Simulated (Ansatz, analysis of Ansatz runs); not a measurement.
# Y2S2O (P2_1/c), nudged elastic band: V_S hop (3.4 Å) (q = +1)

How high is the barrier when S changes place in Y2S2O (P2_1/c)? The case: V_S hop (3.4 Å), charge +1, in a cell of 40 host atoms with 1 S taken out.

Program: Ansatz 0.2.0. Level of theory: plane-wave PAW DFT, LDA; nudged elastic band between two relaxed defect structures at fixed charge in a uniform background. Results are calculated unless marked as measured.

## Step 1: The starting structure

The cell holds 39 atoms: 16 Y, 15 S and 8 O. Cell: a = 9.558 Å, b = 9.611 Å, c = 10.562 Å, α = 56.3°, β = 68.7°, γ = 66.9°. It derives from Y2S2O (space group P2_1/c). Nearest the centre at fractional (0.484, 0.569, 0.310): S27 at 1.71 Å, Y7 at 2.12 Å, Y1 at 2.27 Å, Y6 at 2.88 Å, S26 at 3.34 Å, S18 at 3.36 Å, O38 at 3.48 Å, S21 at 3.53 Å. The cell carries charge +1.

As a file:

```xyz
39
Lattice="-1.1302 6.7797 6.6422 6.9691 0.0000 6.6185 8.0992 6.7797 -0.0236" Properties=species:S:1:pos:R:3 pbc="T T T"
Y     6.1410    6.4114    4.9637
Y     5.0108    6.4114   11.6059
Y     8.3622    3.0216    4.9522
Y     8.3622    9.8012    4.9522
Y     8.9273    7.1480    1.6312
Y     7.7971    7.1480    8.2733
Y     5.5759    3.7581    8.2848
Y     5.5759   10.5378    8.2848
Y    10.7663    5.8046    4.4819
Y     2.6671    5.8046    4.5056
Y     3.7369    2.4148    5.4340
Y     3.7369    9.1944    5.4340
Y    11.2710    7.7548    8.7315
Y     3.1718    7.7548    8.7551
Y    10.2012    4.3649    7.8030
Y    10.2012   11.1446    7.8030
S     6.3789    1.8865    6.4208
S     6.3789    8.6662    6.4208
S     2.0982    2.4877    2.8293
S     9.0673    9.2673    9.4478
S     4.8708    4.2920    3.7892
S    11.8399   11.0717   10.4077
S     9.6324    7.6818    6.1268
S     1.5332    7.6818    6.1504
S     8.1243    5.2763    3.4952
S     6.9941    5.2763   10.1374
S     7.5592    4.8932    6.8163
S     7.5592   11.6729    6.8163
S     6.9440    8.2830    3.0997
S     5.8138    8.2830    9.7419
S    12.4050    5.8775    7.0867
O     9.6786    6.1878    8.9364
O     9.6786   12.9675    8.9364
O    10.2436    3.9817    5.6154
O     2.1444    3.9817    5.6390
O     4.2596    0.5918    4.3006
O     4.2596    7.3715    4.3006
O    11.7937    9.5777    7.5981
O     3.6945    9.5777    7.6217
```

The cell's shortest repeat is 9.6 Å.

## Step 2: Relaxation of the start point, charge +1

A barrier is counted from a minimum, so both ends are relaxed first. Small random displacements break the symmetry of the ideal sites, so that the defect can distort if it gains by it. The charge of +1 is set by the electron count, and a uniform background keeps the cell neutral. The cell holds an odd number of electrons, so the run is spin-polarised with the moment held at 1 μB.

Input file qp1_M1.start/input.yaml:

```yaml
crystal:
  lattice:
    - [-1.13015356, 6.77967323, 6.6421666]
    - [6.96905613, 0.0, 6.61852732]
    - [8.0992097, 6.77967323, -0.02363928]
  atoms:
    - { symbol: "Y", position: [0.41656442, 0.33381268, 0.52911365] }
    - { symbol: "Y", position: [0.91656442, 0.83381268, 0.02911365] }
    - { symbol: "Y", position: [0.02911365, 0.72050926, 0.41656442] }
    - { symbol: "Y", position: [0.52911365, 0.22050926, 0.91656442] }
    - { symbol: "Y", position: [0.08343558, 0.16618732, 0.97088635] }
    - { symbol: "Y", position: [0.58343558, 0.66618732, 0.47088635] }
    - { symbol: "Y", position: [0.47088635, 0.77949074, 0.08343558] }
    - { symbol: "Y", position: [0.97088635, 0.27949074, 0.58343558] }
    - { symbol: "Y", position: [0.05592476, 0.62391369, 0.80025064] }
    - { symbol: "Y", position: [0.55592476, 0.12391369, 0.30025064] }
    - { symbol: "Y", position: [0.30025064, 0.51991091, 0.05592476] }
    - { symbol: "Y", position: [0.80025064, 0.01991091, 0.55592476] }
    - { symbol: "Y", position: [0.44407524, 0.87608631, 0.69974936] }
    - { symbol: "Y", position: [0.94407524, 0.37608631, 0.19974936] }
    - { symbol: "Y", position: [0.19974936, 0.98008909, 0.44407524] }
    - { symbol: "Y", position: [0.69974936, 0.48008909, 0.94407524] }
    - { symbol: S, position: [0.16263204, 0.8073203, 0.11562368] }
    - { symbol: S, position: [0.66263204, 0.3073203, 0.61562368] }
    - { symbol: S, position: [0.23768224, 0.18941516, 0.12924741] }
    - { symbol: S, position: [0.73768224, 0.68941516, 0.62924741] }
    - { symbol: S, position: [0.26231776, 0.31058484, 0.37075259] }
    - { symbol: S, position: [0.76231776, 0.81058484, 0.87075259] }
    - { symbol: S, position: [0.37075259, 0.5563448, 0.76231776] }
    - { symbol: S, position: [0.87075259, 0.0563448, 0.26231776] }
    - { symbol: S, position: [0.11562368, 0.41442398, 0.66263204] }
    - { symbol: S, position: [0.61562368, 0.91442398, 0.16263204] }
    - { symbol: S, position: [0.33736796, 0.6926797, 0.38437632] }
    - { symbol: S, position: [0.83736796, 0.1926797, 0.88437632] }
    - { symbol: S, position: [0.38437632, 0.08557602, 0.83736796] }
    - { symbol: S, position: [0.88437632, 0.58557602, 0.33736796] }
    - { symbol: S, position: [0.12924741, 0.9436552, 0.73768224] }
    - { symbol: O, position: [0.43980694, 0.91052819, 0.4728954] }
    - { symbol: O, position: [0.93980694, 0.41052819, 0.9728954] }
    - { symbol: O, position: [0.0271046, 0.82323053, 0.56019306] }
    - { symbol: O, position: [0.5271046, 0.32323053, 0.06019306] }
    - { symbol: O, position: [0.06019306, 0.58947181, 0.0271046] }
    - { symbol: O, position: [0.56019306, 0.08947181, 0.5271046] }
    - { symbol: O, position: [0.4728954, 0.67676947, 0.93980694] }
    - { symbol: O, position: [0.9728954, 0.17676947, 0.43980694] }
total_charge: 1
basis:
  ecutwfc: 420
  xc_grid: 2
hamiltonian:
  xc: lda
kpoints:
  mp_grid: { grid: [1, 1, 1] }
magnetization:
  spin_polarized: true
  initial_magnetization: 1
  spin_locking: { lock_magnetization: hard }
scf:
  occupations: { method: fixed }
  max_iter: 60
output:
  forces: true
relax:
  f_tol: 0.02
  max_steps: 70
  random_displacement: { amplitude: 0.03, seed: 4923 }
```

Launch:

```bash
> ansatz run input.yaml --threads 4 --pin off --max-ram 7536MiB --backend cpu --events-out ev --progress --plain --runs-dir out
```

Numbers of over 12 decimals in the logs are rounded to 6 here.

Log:

```text
[... repeated set-up lines and file paths are left out, and long positions are rounded to six places ...]
The last accepted step is kept in <dir> (removed where the run ends without a failure and the disk answers)
Engine: ansatz 0.2.0, aarch64-unknown-linux-gnu
Pseudopotentials: kind: paw
Pseudopotential: Y, paw, valence charge 11, recommended cutoff 420 eV (normal), Y.paw.azcp
Pseudopotential: S, paw, valence charge 6, recommended cutoff 420 eV (normal), S.paw.azcp
Pseudopotential: O, paw, valence charge 6, recommended cutoff 420 eV (normal), O.paw.azcp
Functional definition: SPW92
  exchange = slater_x
  correlation = pw_c
Crystal: 39 atoms, lattice volume = 729.080 Å³
Basis set: ecut = 420 eV, 14223 PW (Γ), exchange–correlation on 128×144×144 points (8 copies of the dense FFT grid, shifted against one another)
Bands: 196, of which v1, the nominal top of the filled ones, is band 157 counted from 1 (156 counted from 0)
Symmetry: 1 space group operations
k-points: 1
Non-local potential: Y, projectors of the file, l = 0: 3, l = 1: 2, l = 2: 2, l = 3: 1
Non-local potential: S, projectors of the file, l = 0: 2, l = 1: 2, l = 2: 2
Non-local potential: O, projectors of the file, l = 0: 2, l = 1: 2, l = 2: 1
PAW form: soft (Blöchl's): semilocal exchange-correlation on the pseudo side does not see the compensation charge
PAW frozen core: Y, regenerated for the run's functional, and the local potential with it (the file was generated under x = pbe(κ = 0.804, μ = 0.219515), c = pbe(β = 0.066725))
PAW frozen core: S, regenerated for the run's functional, and the local potential with it (the file was generated under x = pbe(κ = 0.804, μ = 0.219515), c = pbe(β = 0.066725))
PAW frozen core: O, regenerated for the run's functional, and the local potential with it (the file was generated under x = pbe(κ = 0.804, μ = 0.219515), c = pbe(β = 0.066725))
PAW one-centre angular grid: Y, 590 points (default); XC on 64 Gauss nodes
PAW one-centre angular grid: S, 110 points (default); XC on 64 Gauss nodes
PAW one-centre angular grid: O, 110 points (default); XC on 64 Gauss nodes
Initial density: superposition of atomic densities (chi_scale 0.1, normalization cell, long waves kept (reshape's long-wave potential 0.24 eV rms))
Starting moments: Σ|m| = 1 μB on 39 of 39 sites
Initial wavefunctions: pseudopotential atomic-orbital guess
Functional: x = slater, c = lda
SCF iter   1: F=—  HF=-77516.124837 eV  |F-HF|=—  |Δ(HF+E_count)|=         —  Δρ=2.42e-2 (↑2.42e-2 ↓2.42e-2)  dr2=2.61e1  dr2_m=2.51e-2  M=1.000 μB ∫|m|=1.017 μB  β_m=0.30  ethr=3.10e-3  ⟨swp⟩=5.0  Hψ=1052  notcnv=0  defer=72
preconditioner: auto → Resta (q_TF=auto, 2.370 Å⁻¹)  ε∞=5.6  [insulator: Δε(μ)=0.457 eV  Ē_g=8.748 eV  n_scr=156 (ndim 8)  ℏωp=18.7 eV  f_vac=0.000  ε∞_Penn≈5.6]
spin=Collinear: Resta preconditioning applied to the charge; magnetization (m = ρ↑ − ρ↓) channel mixes plain (no charge-response kernel on spin).
SCF iter   2: F=—  HF=-77512.174748 eV  |F-HF|=—  |Δ(HF+E_count)|=    3.95e0  Δρ=1.34e-2 (↑1.28e-2 ↓1.34e-2)  dr2=8.85e0  dr2_m=1.62e-2  M=1.000 μB ∫|m|=1.018 μB  β_m=0.46  ethr=3.10e-3  ⟨swp⟩=2.0  Hψ=566  notcnv=0  defer=72
SCF iter   3: F=—  HF=-77510.245009 eV  |F-HF|=—  |Δ(HF+E_count)|=    1.93e0  Δρ=6.02e-3 (↑5.87e-3 ↓6.02e-3)  dr2=1.44e0  dr2_m=3.77e-3  M=1.000 μB ∫|m|=1.028 μB  β_m=0.53  ethr=2.83e-3  ⟨swp⟩=4.0  Hψ=690  notcnv=0  defer=72
SCF iter   4: F=—  HF=-77509.943826 eV  |F-HF|=—  |Δ(HF+E_count)|=   3.01e-1  Δρ=1.80e-3 (↑1.80e-3 ↓1.80e-3)  dr2=1.16e-1  dr2_m=4.48e-4  M=1.000 μB ∫|m|=1.040 μB  β_m=0.75  ethr=4.59e-4  ⟨swp⟩=3.0  Hψ=569  notcnv=0  defer=75
SCF iter   5: F=—  HF=-77509.930633 eV  |F-HF|=—  |Δ(HF+E_count)|=   1.32e-2  Δρ=4.73e-4 (↑4.73e-4 ↓4.72e-4)  dr2=7.85e-3  dr2_m=1.47e-5  M=1.000 μB ∫|m|=1.043 μB  β_m=0.79  ethr=3.69e-5  ⟨swp⟩=4.0  Hψ=598  notcnv=0  defer=75
SCF iter   6: F=—  HF=-77509.930923 eV  |F-HF|=—  |Δ(HF+E_count)|=   2.90e-4  Δρ=3.25e-4 (↑3.25e-4 ↓3.25e-4)  dr2=2.75e-3  dr2_m=1.82e-6  M=1.000 μB ∫|m|=1.043 μB  β_m=0.72  ethr=2.51e-6  ⟨swp⟩=2.0  Hψ=581  notcnv=0  defer=75
SCF iter   7: F=—  HF=-77509.930568 eV  |F-HF|=—  |Δ(HF+E_count)|=   3.55e-4  Δρ=1.15e-4 (↑1.13e-4 ↓1.15e-4)  dr2=3.60e-4  dr2_m=7.38e-7  M=1.000 μB ∫|m|=1.042 μB  β_m=0.74  ethr=8.79e-7  ⟨swp⟩=2.0  Hψ=508  notcnv=0  defer=75
SCF iter   8: F=—  HF=-77509.930551 eV  |F-HF|=—  |Δ(HF+E_count)|=   1.70e-5  Δρ=2.46e-5 (↑2.34e-5 ↓2.46e-5)  dr2=2.38e-5  dr2_m=1.11e-7  M=1.000 μB ∫|m|=1.042 μB  β_m=0.81  ethr=1.15e-7  ⟨swp⟩=2.0  Hψ=508  notcnv=0  defer=75
SCF iter   9: F=-77509.930554 eV  HF=-77509.930554 eV  |F-HF|=5.39e-7  |Δ(HF+E_count)|=   2.82e-6  Δρ=8.10e-6 (↑7.91e-6 ↓8.10e-6)  dr2=2.51e-6  dr2_m=1.23e-8  M=1.000 μB ∫|m|=1.042 μB  ethr=3.19e-9  ⟨swp⟩=3.5  Hψ=983  notcnv=0
SCF 1 converged in 9 iterations: F = -77509.930554 eV  dr2 = 2.51e-6
  greatest PAW one-centre occupation: 0.992 electrons in one spin orbital (limit 2), on the Y atom at site 11 (counted from 0), in its partial waves of l = 0
relax step   1: F+E_penalty+E_count = -77509.93055371 eV  Δ(F+E_penalty+E_count) = +0.000e0 eV  max|allowed force component| = 9.305e-1 eV/Å  Δτ_max = 0.0000 Å  (9 SCF iters, dr2 threshold 1.00e-5 eV, accepted)
[... the SCF cycles and remarks between the steps are left out from here to the last step ...]
relax step   2: F+E_penalty+E_count = -77510.25564321 eV  Δ(F+E_penalty+E_count) = -3.251e-1 eV  max|allowed force component| = 8.654e-1 eV/Å  Δτ_max = 0.1949 Å  (6 SCF iters, dr2 threshold 5.41e-5 eV, accepted)
relax step   3: F+E_penalty+E_count = -77510.55436963 eV  Δ(F+E_penalty+E_count) = -2.987e-1 eV  max|allowed force component| = 1.089e-1 eV/Å  Δτ_max = 0.0904 Å  (5 SCF iters, dr2 threshold 4.68e-5 eV, accepted)
relax step   4: F+E_penalty+E_count = -77510.56203971 eV  Δ(F+E_penalty+E_count) = -7.670e-3 eV  max|allowed force component| = 7.367e-2 eV/Å  Δτ_max = 0.0381 Å  (6 SCF iters, dr2 threshold 7.41e-7 eV, accepted)
SCF iter   1: F=—  HF=-77510.566814 eV  |F-HF|=—  |Δ(HF+E_count)|=         —  Δρ=3.00e-4 (↑2.93e-4 ↓3.00e-4)  dr2=3.95e-3  dr2_m=4.91e-6  M=1.000 μB ∫|m|=1.043 μB  β_m=0.30  ethr=1.11e-5  ⟨swp⟩=3.5  Hψ=718  notcnv=0  defer=75
SCF iter   2: F=—  HF=-77510.566178 eV  |F-HF|=—  |Δ(HF+E_count)|=   6.36e-4  Δρ=2.02e-4 (↑1.95e-4 ↓2.02e-4)  dr2=1.66e-3  dr2_m=2.98e-6  M=1.000 μB ∫|m|=1.043 μB  β_m=0.57  ethr=1.26e-6  ⟨swp⟩=1.0  Hψ=420  notcnv=0  defer=75
SCF iter   3: F=—  HF=-77510.565710 eV  |F-HF|=—  |Δ(HF+E_count)|=   4.68e-4  Δρ=4.97e-5 (↑4.97e-5 ↓4.84e-5)  dr2=6.95e-5  dr2_m=1.86e-7  M=1.000 μB ∫|m|=1.043 μB  β_m=0.60  ethr=5.31e-7  ⟨swp⟩=2.0  Hψ=588  notcnv=0  defer=67
SCF iter   4: F=—  HF=-77510.565954 eV  |F-HF|=—  |Δ(HF+E_count)|=   2.44e-4  Δρ=2.19e-5 (↑2.08e-5 ↓2.19e-5)  dr2=1.28e-5  dr2_m=3.09e-8  M=1.000 μB ∫|m|=1.043 μB  β_m=0.61  ethr=2.22e-8  ⟨swp⟩=2.0  Hψ=511  notcnv=0  defer=66
SCF iter   5: F=—  HF=-77510.565952 eV  |F-HF|=—  |Δ(HF+E_count)|=   2.15e-6  Δρ=5.40e-6 (↑5.19e-6 ↓5.40e-6)  dr2=8.24e-7  dr2_m=2.33e-9  M=1.000 μB ∫|m|=1.043 μB  β_m=0.73  ethr=4.10e-9  ⟨swp⟩=2.0  Hψ=511  notcnv=0  defer=66
SCF iter   6: F=-77510.565952 eV  HF=-77510.565952 eV  |F-HF|=1.01e-8  |Δ(HF+E_count)|=   3.00e-8  Δρ=1.54e-6 (↑1.47e-6 ↓1.54e-6)  dr2=7.40e-8  dr2_m=2.86e-10  M=1.000 μB ∫|m|=1.043 μB  ethr=3.19e-11  ⟨swp⟩=4.0  Hψ=1080  notcnv=0
SCF 5 converged in 6 iterations: F = -77510.565952 eV  dr2 = 7.40e-8
relax step   5: F+E_penalty+E_count = -77510.56595212 eV  Δ(F+E_penalty+E_count) = -3.912e-3 eV  max|allowed force component| = 1.043e-2 eV/Å  Δτ_max = 0.0162 Å  (6 SCF iters, accepted)
SCF converged after 6 iterations
Stability checked in part: among states of this total moment the steps that led to this state did not find it unstable. No probe was made; neither looks for a lower state of another moment (fixed_total_moment; see scf.lower_state_search)
Magnetization: 1.0000 μB (157.0000 up, 156.0000 down)
Absolute magnetization: 1.0436 μB (∫|ρ↑−ρ↓|, with the PAW one-centre terms)
Spin contamination: 0.0013 ħ² per cell (⟨S²⟩ above its minimum at these occupations)
Per-site moments (μB) at R_I (Å): [(0.017128, 0.915654), (0.000709772, 0.915936), (0.00441304, 0.910780), [... 36 left out ...]
Free energy (F): -77510.565952 eV
Harris-Foulkes:  -77510.565952 eV  (|F-HF|=1.01e-8)
Internal energy: -77510.565952 eV  (E = F + TS)
E sigma→0 (E₀):  -77510.565952 eV
Fermi energy:    10.339733 (↑ 10.339733, ↓ 8.792062) eV
--- Per-component energies (eV) ---
  E_band       = -1497.013526
  E_kinetic    = 7936.358056
  E_local      = -14830.934080  (includes V_loc(G=0)·N_el)
  E_nonlocal   = 1695.046756
  E_hartree    = 5134.566028
  E_xc         = -4806.570953
  E_vxc        = -5284.693209  (∫ρ·V_xc dr)
  E_paw        = -53299.559866  (= ΣΔE_a)
  E_vpaw       = -1281.944177  (= ΣTr[D̂ρ^β])
  E_aug_tail   = 0.020040  (compensation charges beyond the density's cutoff)
  E_ewald      = -19347.838640
  E_core_change = 8.346708  (= ΣΔE_core)
  E_smearing   = -0.000000  (= −TS)
  E_closure    = 0.000000  (closes the sum)
  E_deformation_potential = 17.488683  (in the stress; not in F)
  Σ components = -77510.565952   (vs F -77510.565952, Δ=0.00e0)
--- Forces (eV/Å), atoms counted from 1 ---
  atom   1  Y     -0.00406841    -0.00055489     0.00242780
  atom   2  Y     -0.00007088     0.00085461    -0.00234048
  atom   3  Y      0.00134166     0.00496166    -0.00797193
  atom   4  Y     -0.00278297    -0.01023805     0.00615780
  atom   5  Y     -0.00408077    -0.00379457     0.00690982
  atom   6  Y     -0.00091478     0.00027102    -0.00466948
  atom   7  Y      0.00003851    -0.00810793     0.00370809
  atom   8  Y     -0.00066216     0.00640615    -0.00289677
  atom   9  Y     -0.00475678     0.00722712     0.00073004
  atom  10  Y      0.00470948    -0.00572005    -0.00728979
  atom  11  Y     -0.00339151    -0.00878070     0.00314621
  atom  12  Y      0.00068398     0.00329700     0.00122933
  atom  13  Y     -0.00430237    -0.00063322    -0.00170166
  atom  14  Y      0.00336102    -0.00187722     0.01043548
  atom  15  Y      0.00517069    -0.00204496    -0.00509774
  atom  16  Y     -0.00314700     0.00024306     0.00228162
  atom  17  S      0.00122444     0.00379671     0.00042870
  atom  18  S     -0.00697720    -0.00473819    -0.00032690
  atom  19  S      0.00518874     0.00149355    -0.00595781
  atom  20  S      0.00314735    -0.00174183     0.00489317
  atom  21  S     -0.00298541    -0.00039101    -0.00038697
  atom  22  S      0.00155149     0.00482224    -0.00685852
  atom  23  S      0.00411270     0.00588491    -0.00139556
  atom  24  S     -0.00212788    -0.00309090     0.00354490
  atom  25  S     -0.00174367    -0.00047036    -0.00149783
  atom  26  S     -0.00059794     0.00706904    -0.00562799
  atom  27  S      0.00171313     0.00124677     0.00168714
  atom  28  S      0.00152131    -0.00236323    -0.00345549
  atom  29  S      0.00198671     0.00483882    -0.00175986
  atom  30  S      0.00324626    -0.00312392     0.00438983
  atom  31  S     -0.00082134    -0.00238759     0.00234404
  atom  32  O      0.00218981     0.00306678     0.00638729
  atom  33  O      0.00571793     0.00057164    -0.00231448
  atom  34  O     -0.00141445    -0.00297896     0.00423604
  atom  35  O      0.00862374     0.00119039     0.00508755
  atom  36  O     -0.00224299    -0.00066982    -0.00207023
  atom  37  O     -0.00208558    -0.00003849    -0.00205504
  atom  38  O      0.00063980     0.00607789    -0.00444390
  atom  39  O     -0.00699140     0.00044107     0.00014257
  max |Σ_I F_I| component: 4.90e-5 eV/Å
--- Relaxed structure (5 steps of the walk, 5 accepted, 0 SCFs on fresh bases) ---
  F+E_penalty+E_count = -77510.56595212 eV   max|allowed force component| = 1.043e-2 eV/Å
  atoms:
    - { symbol: Y, position: [0.407397, 0.328620, 0.542090] }
    - { symbol: Y, position: [0.915234, 0.831842, 0.031076] }
    - { symbol: Y, position: [0.029381, 0.720382, 0.415361] }
    - { symbol: Y, position: [0.534133, 0.222538, 0.914023] }
    - { symbol: Y, position: [0.080105, 0.167250, 0.971928] }
    - { symbol: Y, position: [0.583428, 0.664962, 0.467821] }
    - { symbol: Y, position: [0.464961, 0.792777, 0.077771] }
    - { symbol: Y, position: [0.968019, 0.279854, 0.585042] }
    - { symbol: Y, position: [0.057025, 0.622897, 0.802594] }
    - { symbol: Y, position: [0.552883, 0.118329, 0.302868] }
    - { symbol: Y, position: [0.304072, 0.519684, 0.056335] }
    - { symbol: Y, position: [0.801209, 0.019173, 0.556488] }
    - { symbol: Y, position: [0.444260, 0.876864, 0.698057] }
    - { symbol: Y, position: [0.953943, 0.373251, 0.198847] }
    - { symbol: Y, position: [0.197311, 0.978182, 0.445952] }
    - { symbol: Y, position: [0.701919, 0.485935, 0.933673] }
    - { symbol: S, position: [0.159907, 0.811447, 0.114070] }
    - { symbol: S, position: [0.662492, 0.307397, 0.608436] }
    - { symbol: S, position: [0.238072, 0.186384, 0.132108] }
    - { symbol: S, position: [0.734642, 0.689295, 0.626817] }
    - { symbol: S, position: [0.267417, 0.319285, 0.367049] }
    - { symbol: S, position: [0.762056, 0.806635, 0.872124] }
    - { symbol: S, position: [0.371952, 0.552103, 0.764945] }
    - { symbol: S, position: [0.865606, 0.065161, 0.263256] }
    - { symbol: S, position: [0.107928, 0.415914, 0.666299] }
    - { symbol: S, position: [0.613839, 0.914364, 0.162672] }
    - { symbol: S, position: [0.344322, 0.679332, 0.382369] }
    - { symbol: S, position: [0.836689, 0.191386, 0.885099] }
    - { symbol: S, position: [0.381862, 0.088302, 0.839942] }
    - { symbol: S, position: [0.883760, 0.583584, 0.336324] }
    - { symbol: S, position: [0.131229, 0.945637, 0.735805] }
    - { symbol: O, position: [0.438426, 0.907988, 0.474963] }
    - { symbol: O, position: [0.935464, 0.411916, 0.977902] }
    - { symbol: O, position: [0.028434, 0.821271, 0.559425] }
    - { symbol: O, position: [0.531650, 0.324599, 0.063316] }
    - { symbol: O, position: [0.062725, 0.588768, 0.026814] }
    - { symbol: O, position: [0.557979, 0.093678, 0.524257] }
    - { symbol: O, position: [0.476637, 0.674920, 0.944699] }
    - { symbol: O, position: [0.974953, 0.174484, 0.441730] }
```

It took 24 s on 4 threads of Arm Neoverse V1, shared host; peak memory 1 GiB; 91 s of CPU time.

(Part 1 of 5 ends here.)

[Logs are printed without paths, hosts, clocks, repeated set-up lines and the standing remarks that a program may print on its own settings, such as how far it seeks lower states.]

[Hosts, paths, dates, database ids (printed as entryN), source tags and the programs' standing remarks are cut or masked in the printed files.]
